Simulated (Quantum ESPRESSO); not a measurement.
Consider Sn (Fd-3m).

```
Sn
1.0
     0.00000    3.23334    3.23334
     3.23334    0.00000    3.23334
     3.23334    3.23334    0.00000
Sn
2
Direct
  0.75000 0.75000 0.75000
  0.50000 0.50000 0.50000
```

Absorber: atom 1, with 4 Sn at 2.80 Å (tetrahedral, site symmetry -43m). Method: Quantum ESPRESSO XSpectra, PBE, excited-electron core hole (neutral cell), 8-atom cell with 6.5 Å between holes, 4×4×4 k points, dipole transitions, Lorentzian half width 4.25 eV (not a setting of the program: the run's 0.4 eV curve was folded afterwards with a further Lorentzian).

The database entry behind the starting cell differs from later determinations by our own check (about 0.3 % short, nanocrystals), so it need not match the best structure at ambient conditions.

What does the Sn K edge look like?

Main maxima up to 30 eV above the zero (height): 6.8 eV (1.05). A K edge sees empty p states on the absorber. 

The Sn K spectrum (energy from the energy zero of the input (xe0, at the border of filled and empty states); intensity scaled to a mean of 1 over the first 20 eV; folded afterwards to Lorentzian half width 4.25 eV; the points at xe0, where the cut of filled states can leave a spike, are interpolated):

```
E (eV)  intensity
  -2.0       0.50
  -1.0       0.60
   0.0       0.71
   1.0       0.82
   2.0       0.91
   3.0       0.97
   4.0       1.01
   5.0       1.03
   6.0       1.04
   7.0       1.05
   8.0       1.04
   9.0       1.03
  10.0       1.01
  11.0       0.99
  12.0       0.98
  13.0       0.98
  14.0       0.99
  15.0       1.00
  16.0       1.02
  17.0       1.05
  18.0       1.07
  19.0       1.09
  20.0       1.09
  21.0       1.09
  22.0       1.10
  23.0       1.11
  24.0       1.12
  25.0       1.14
  26.0       1.15
  27.0       1.16
  28.0       1.17
  29.0       1.18
  30.0       1.19
  31.0       1.19
  32.0       1.20
```

The structure is a published determination, not relaxed.

[Banner, clock and machine lines of the logs are left out without a mark of their own.]

[Logs are printed without paths, hosts, clocks, repeated set-up lines and the standing remarks that a program may print on its own settings, such as how far it seeks lower states.]

[Hosts, paths, dates, database ids (printed as entryN), source tags and the programs' standing remarks are cut or masked in the printed files.]

[Lists of maxima count a maximum above −3 eV only where it reaches 4 % of the highest in the window and stands out from its surroundings by 2 % of it (1.5 % where it reaches 55 %); shoulders and weaker maxima are passed over, and of the rest the first, up to two pre-edge ones and the few strongest are named.]
